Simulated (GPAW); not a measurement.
# Work function of Mg/Al(111) at several levels

Aim: the work function of both faces of Mg/Al(111), and its spread over functionals and bases.

Method: GPAW, PAW setups; slab in vacuum, relaxation, in the first sound run; inputs show where later runs differ, in GPAW 26.7.0.

Report form: the programs' logs are mostly left out.

## Step 1: The structure

The cell holds 5 atoms: 4 Al and 1 Mg. Cell: a = 2.864 Å, b = 2.864 Å, c = 23.364 Å, α = 90.0°, β = 90.0°, γ = 60.0°. Vacuum lies along c.

Structure file:

```
Al Mg
1.0
     2.86378    0.00000    0.00000
     1.43189    2.48011    0.00000
     0.00000    0.00000   23.36378
Al Mg
4 1
Direct
  0.00000 0.00000 0.29961
  0.33333 0.33333 0.39969
  0.66667 0.66667 0.49977
  0.00000 0.00000 0.59985
  0.50000 0.00000 0.70039
```

## Step 2: Relaxing the atoms

The atoms are relaxed first, since the surface dipole, and with it the work function, follows the positions of the outer layers. The lowest 2 atoms are held at bulk positions and keep their forces.

Contents of run.py:

```python
import json
import numpy as np
from ase import Atoms
from ase.constraints import FixAtoms
from ase.optimize import BFGS
from gpaw import GPAW, PW

slab = Atoms(
    ['Al', 'Al', 'Al', 'Al', 'Mg'],
    positions=[
        [0.00000, 0.00000, 7.00000],
        [1.43189, 0.82670, 9.33827],
        [2.86378, 1.65341, 11.67654],
        [0.00000, 0.00000, 14.01481],
        [1.43189, 0.00000, 16.36378]],
    cell=[[2.86378, 0.0, 0.0], [1.43189, 2.48011, 0.0], [0.0, 0.0, 23.36378]],
    pbc=[True, True, False])

slab.calc = GPAW(mode=PW(400), xc='PBE', kpts={'size': (13, 13, 1), 'gamma': True},
                 occupations={'name': 'fermi-dirac', 'width': 0.1}, nbands='200%',
                 convergence={'density': 1e-05}, maxiter=200,
                 poissonsolver={'dipolelayer': 'xy'},
                 symmetry={'tolerance': 1e-3, 'extra_ids': [1, 1, 0, 0, 0]}, txt='slab.txt')
result = {}
slab.set_constraint(FixAtoms([0, 1]))
path = []
opt = BFGS(slab, maxstep=0.2)
opt.attach(lambda: path.append((slab.get_potential_energy(), slab.positions.tolist(), slab.get_forces().tolist())))
result['relaxed'] = bool(opt.run(fmax=0.03, steps=40))
result['path'] = path
energy = slab.get_potential_energy()
fermi = slab.calc.get_fermi_level()
v = slab.calc.get_electrostatic_potential().mean((0, 1)) - fermi
n = slab.calc.get_pseudo_density().mean((0, 1))
L = slab.cell[2, 2]
z = np.arange(len(v)) * L / len(v)
low, high = slab.positions[:, 2].min(), slab.positions[:, 2].max()
below, above = np.interp([low - 4.8, high + 4.8], z, v)
slopes = [np.interp(x, z, np.gradient(v, z)) for x in (low - 4.8, high + 4.8)]
eps = np.array([[slab.calc.get_eigenvalues(k, s) for k in range(len(slab.calc.get_ibz_k_points()))]
                for s in range(slab.calc.get_number_of_spins())]) - fermi
top, bottom = eps[eps < 0].max(), eps[eps > 0].min()
dipole = slab.get_dipole_moment()[2]
print(f'energy {energy:.4f} eV, Fermi level {fermi:.4f} eV, dipole {dipole:.5f} e A')
print(f'potential 4.8 A off the faces, from the Fermi level: lower {below:.4f} eV, upper {above:.4f} eV')
print(f'slope of the potential there: lower {slopes[0]:.5f}, upper {slopes[1]:.5f} eV/A')
print(f'nearest levels on the mesh: {top:.4f} and {bottom:.4f} eV')
print('magnetic moment', round(slab.get_magnetic_moment(), 3))
result.update(energy=energy, fermi=fermi, dipole=dipole, below=below, above=above, slopes=slopes, edges=[top, bottom],
              z=z.tolist(), v=v.tolist(), n=n.tolist(), positions=slab.positions.tolist(),
              forces=slab.get_forces(apply_constraint=False).tolist(), moments=slab.get_magnetic_moments().tolist())
json.dump(result, open('result.json', 'w'))
```

Started as:

```console
$ OMP_NUM_THREADS=1 OPENBLAS_NUM_THREADS=1 python run.py
```

The job ended after 28 min (1 thread of Intel Xeon Platinum 8488C (Sapphire Rapids), shared host; peak memory 0.24 GiB).

Step by step (22 of 40):

```
step  energy less that of the first step (eV)  largest force (eV/Å)
   1                                   0.0000                0.7080
   3                                  -0.0679                0.2473
   5                                  -0.0742                0.2282
   7                                  -0.0803                0.1423
   8                                  -0.0817                0.0787
  10                                  -0.0824                0.0646
  12                                  -0.0841                0.0943
  14                                  -0.0900                0.1077
  16                                  -0.0928                0.0623
  18                                  -0.0932                0.0659
  20                                  -0.0951                0.0984
  21                                  -0.0988                0.1428
  23                                  -0.1108                0.1659
  25                                  -0.1195                0.0787
  27                                  -0.1202                0.0744
  29                                  -0.1247                0.0800
  31                                  -0.1309                0.0555
  33                                  -0.1317                0.0325
  34                                  -0.1318                0.0321
  36                                  -0.1327                0.0322
  38                                  -0.1361                0.0632
  40                                  -0.1391                0.0106
```

The atoms that moved most (Å):

```
atom     dx     dy      dz  length
 Mg5  0.000  0.833   0.204   0.857
 Al3  0.000  0.008  -0.028   0.029
 Al4  0.000  0.009  -0.010   0.013
```

The relaxed structure:

```xyz
5
Lattice="2.8638 0.0000 0.0000 1.4319 2.4801 0.0000 0.0000 0.0000 23.3638" Properties=species:S:1:pos:R:3
Al    0.0000    0.0000    7.0000
Al    1.4319    0.8267    9.3383
Al    2.8638    1.6618   11.6486
Al    0.0000    0.0092   14.0050
Mg    1.4319    0.8325   16.5677
```

Numbers from this step:

| Quantity | Value |
| --- | --- |
| dipole along the normal | 0.01324 e·Å |
| levels nearest the Fermi level on the mesh | -0.07497, 0.02944 eV from the Fermi level |
| upper work function | 3.749 eV |
| lower work function | 4.086 eV |

The electrostatic potential energy of an electron (without an applied field's), less the Fermi level, planar mean oscillates, so the rows of the table below give means over windows of 2.38 Å about each position, cut where the curve ends. Its maxima inside the range that stand out by 2 % of the span (Å: eV): 8.2: -0.541, 10.5: -0.614, 12.9: -0.441, 15.3: 0.497. Its minima: 7.0: -15.8, 9.3: -15.9, 11.7: -15.9, 14.0: -15.8, 16.5: -13.0.

The electrostatic potential energy of an electron (without an applied field's), less the Fermi level, planar mean by z; means over each step:

z (Å), electrostatic potential energy of an electron (without an applied field's), less the Fermi level, planar mean (eV) and a bar from the least value:
```
     1.19        4.1 ##############################
     3.57        4.1 ##############################
     5.95       -2.8 ############
     8.33       -7.2 
    10.71       -7.4 
    13.09       -7.1 #
    15.47       -4.9 #######
    17.85       -0.7 #################
    20.23        3.7 #############################
    22.61        3.8 #############################
```

The pseudo valence density, planar mean by z:

z (Å), pseudo valence density, planar mean (e/Å³) and a bar:
```
     0.00       0.00 
     0.65       0.00 
     1.30       0.00 
     1.95       0.00 
     2.60       0.00 
     3.03       0.00 
     3.68       0.00 
     4.33       0.00 
     4.98       0.01 
     5.62       0.05 ##
     6.27       0.15 #####
     6.92       0.15 #####
     7.57       0.20 ######
     8.22       0.18 ######
     8.65       0.20 ######
     9.30       0.14 #####
     9.95       0.20 #######
    10.60       0.18 ######
    11.25       0.20 ######
    11.90       0.17 ######
    12.55       0.18 ######
    13.20       0.18 ######
    13.85       0.16 #####
    14.49       0.19 ######
    14.93       0.16 #####
    15.58       0.12 ####
    16.22       0.77 #########################
    16.87       0.92 ##############################
    17.52       0.08 ###
    18.17       0.03 #
    18.82       0.01 
    19.47       0.00 
    20.12       0.00 
    20.55       0.00 
    21.20       0.00 
    21.85       0.00 
    22.50       0.00 
    23.15       0.00
```

The relaxation lowered the energy of the cell by 0.139 eV (energies extrapolated to zero smearing; the optimiser's log prints free energies). The largest force left on a free atom is 0.011 eV/Å.

## Step 3: Plane waves, PBE

With the geometry fixed, the planar mean of the potential gives the vacuum level on each side.

This step: GPAW, PAW setups; slab in vacuum (GPAW 26.7.0).

Changes to run.py since step 2:

```diff
@@ -3,4 +3,2 @@
 from ase import Atoms
-from ase.constraints import FixAtoms
-from ase.optimize import BFGS
 from gpaw import GPAW, PW
@@ -12,5 +10,5 @@
         [1.43189, 0.82670, 9.33827],
-        [2.86378, 1.65341, 11.67654],
-        [0.00000, 0.00000, 14.01481],
-        [1.43189, 0.00000, 16.36378]],
+        [2.86378, 1.66182, 11.64864],
+        [0.00000, 0.00925, 14.00502],
+        [1.43189, 0.83251, 16.56767]],
     cell=[[2.86378, 0.0, 0.0], [1.43189, 2.48011, 0.0], [0.0, 0.0, 23.36378]],
@@ -22,10 +20,4 @@
                  poissonsolver={'dipolelayer': 'xy'},
-                 symmetry={'tolerance': 1e-3, 'extra_ids': [1, 1, 0, 0, 0]}, txt='slab.txt')
+                 symmetry={'tolerance': 1e-3}, txt='slab.txt')
 result = {}
-slab.set_constraint(FixAtoms([0, 1]))
-path = []
-opt = BFGS(slab, maxstep=0.2)
-opt.attach(lambda: path.append((slab.get_potential_energy(), slab.positions.tolist(), slab.get_forces().tolist())))
-result['relaxed'] = bool(opt.run(fmax=0.03, steps=40))
-result['path'] = path
 energy = slab.get_potential_energy()
```

Run time: 50 s. Hardware: 1 thread; peak memory 0.24 GiB.

This step gave:

```yaml
dipole_along_the_normal: 0.01325 e·Å
```

The electrostatic potential energy of an electron (without an applied field's), less the Fermi level, planar mean oscillates, so the rows of the table below give means over windows of 2.38 Å about each position, cut where the curve ends. Its maxima inside the range that stand out by 2 % of the span (Å: eV): 8.2: -0.541, 10.5: -0.614, 12.9: -0.441, 15.3: 0.497. Its minima: 7.0: -15.8, 9.3: -15.9, 11.7: -15.9, 14.0: -15.8, 16.5: -13.0.

Electrostatic potential energy of an electron (without an applied field's), less the Fermi level, planar mean against z; means over each step:

z (Å), electrostatic potential energy of an electron (without an applied field's), less the Fermi level, planar mean (eV) and a bar from the least value:
```
     1.19        4.1 ##############################
     3.57        4.1 ##############################
     5.95       -2.8 ############
     8.33       -7.2 
    10.71       -7.4 
    13.09       -7.1 #
    15.47       -4.9 #######
    17.85       -0.7 #################
    20.23        3.7 #############################
    22.61        3.8 #############################
```

The pseudo valence density, planar mean by z:

```
z (Å)  pseudo valence density, planar mean (e/Å³)
    3                                      8.8e-5
    4                                     0.00107
    5                                      0.0127
    6                                       0.106
    7                                       0.151
    8                                       0.177
    9                                       0.184
   10                                       0.198
   11                                       0.198
   12                                       0.185
   13                                       0.176
   14                                       0.147
   15                                       0.150
   16                                       0.247
   17                                       0.555
   18                                      0.0387
   19                                     0.00510
   20                                      5.3e-4
   21                                      5.2e-5
```

Force by atom:

```
atom  x (eV/Å)  y (eV/Å)  z (eV/Å)    size
 Al1    0.0000    0.0002   -0.0845  0.0845
 Al2    0.0000    0.0051    0.0778  0.0780
 Al3    0.0000   -0.0048    0.0094  0.0105
 Al4    0.0000   -0.0021    0.0052  0.0056
 Mg5    0.0000    0.0016   -0.0081  0.0082
```

The potential is flat to 0.002 eV/Å where it is read, so the vacuum is wide enough.

## Step 4: Self-consistent run: xc = "vdW-DF2"

The same geometry under vdW-DF2, to see how far the functional moves the levels against the vacuum (the van der Waals functionals take revPBE setups).

Changes to run.py since step 3:

```diff
@@ -16,3 +16,3 @@
 
-slab.calc = GPAW(mode=PW(400), xc='PBE', kpts={'size': (13, 13, 1), 'gamma': True},
+slab.calc = GPAW(mode=PW(400), xc='vdW-DF2', kpts={'size': (13, 13, 1), 'gamma': True},
                  occupations={'name': 'fermi-dirac', 'width': 0.1}, nbands='200%',
```

It took 62 s on 1 thread; peak memory 0.36 GiB.

Numbers from this step:

```yaml
dipole_along_the_normal: 0.01457 e·Å
levels_nearest_the_fermi_level_on_the_mesh: -0.08615, 0.04547 eV from the Fermi level
upper_work_function: 3.880 eV
lower_work_function: 4.251 eV
```

The electrostatic potential energy of an electron (without an applied field's), less the Fermi level, planar mean oscillates, so the rows of the table below give means over windows of 2.38 Å about each position, cut where the curve ends. Its maxima inside the range that stand out by 2 % of the span (Å: eV): 8.2: -0.596, 10.5: -0.655, 12.9: -0.492, 15.3: 0.419. Its minima: 7.0: -15.7, 9.3: -15.8, 11.7: -15.8, 14.0: -15.7, 16.5: -12.9.

Table of electrostatic potential energy of an electron (without an applied field's), less the Fermi level, planar mean by z; means over each step:

z (Å), electrostatic potential energy of an electron (without an applied field's), less the Fermi level, planar mean (eV) and a bar from the least value:
```
     1.19        4.2 ##############################
     3.57        4.2 ##############################
     5.95       -2.8 ############
     8.33       -7.2 
    10.71       -7.4 
    13.09       -7.1 #
    15.47       -4.9 ######
    17.85       -0.6 #################
    20.23        3.8 #############################
    22.61        3.9 #############################
```

Table of pseudo valence density, planar mean by z:

```
z (Å)  pseudo valence density, planar mean (e/Å³)
 0.00                                      4.0e-6
 0.65                                      5.0e-6
 1.30                                      6.9e-6
 1.95                                      1.8e-5
 2.60                                      6.0e-5
 3.03                                      1.6e-4
 3.68                                      6.7e-4
 4.33                                     0.00282
 4.98                                      0.0122
 5.62                                      0.0501
 6.27                                       0.155
 6.92                                       0.151
 7.57                                       0.196
 8.22                                       0.174
 8.65                                       0.196
 9.30                                       0.143
 9.95                                       0.200
10.60                                       0.181
11.25                                       0.197
11.90                                       0.175
12.55                                       0.179
13.20                                       0.183
13.85                                       0.159
14.49                                       0.197
14.93                                       0.155
15.58                                       0.116
16.22                                       0.774
16.87                                       0.924
17.52                                      0.0792
18.17                                      0.0267
18.82                                     0.00761
19.47                                     0.00205
20.12                                      5.5e-4
20.55                                      2.2e-4
21.20                                      5.9e-5
21.85                                      1.8e-5
22.50                                      7.4e-6
23.15                                      5.1e-6
```

Force by atom:

```
atom  x (eV/Å)  y (eV/Å)  z (eV/Å)   size
 Al1     0.000     0.000    -0.203  0.203
 Al2     0.000     0.005     0.106  0.106
 Al3     0.000    -0.004    -0.002  0.005
 Al4     0.000    -0.002     0.009  0.009
 Mg5     0.000     0.002     0.089  0.089
```

The upper face's work function is 3.880 eV, against 3.749 eV in the first plane-wave PBE run at this geometry.

(Continued in part 2 of 2.)

[Logs are printed without paths, hosts, clocks, repeated set-up lines and the standing remarks that a program may print on its own settings, such as how far it seeks lower states.]

[Hosts, paths, dates, database ids (printed as entryN), source tags and the programs' standing remarks are cut or masked in the printed files.]
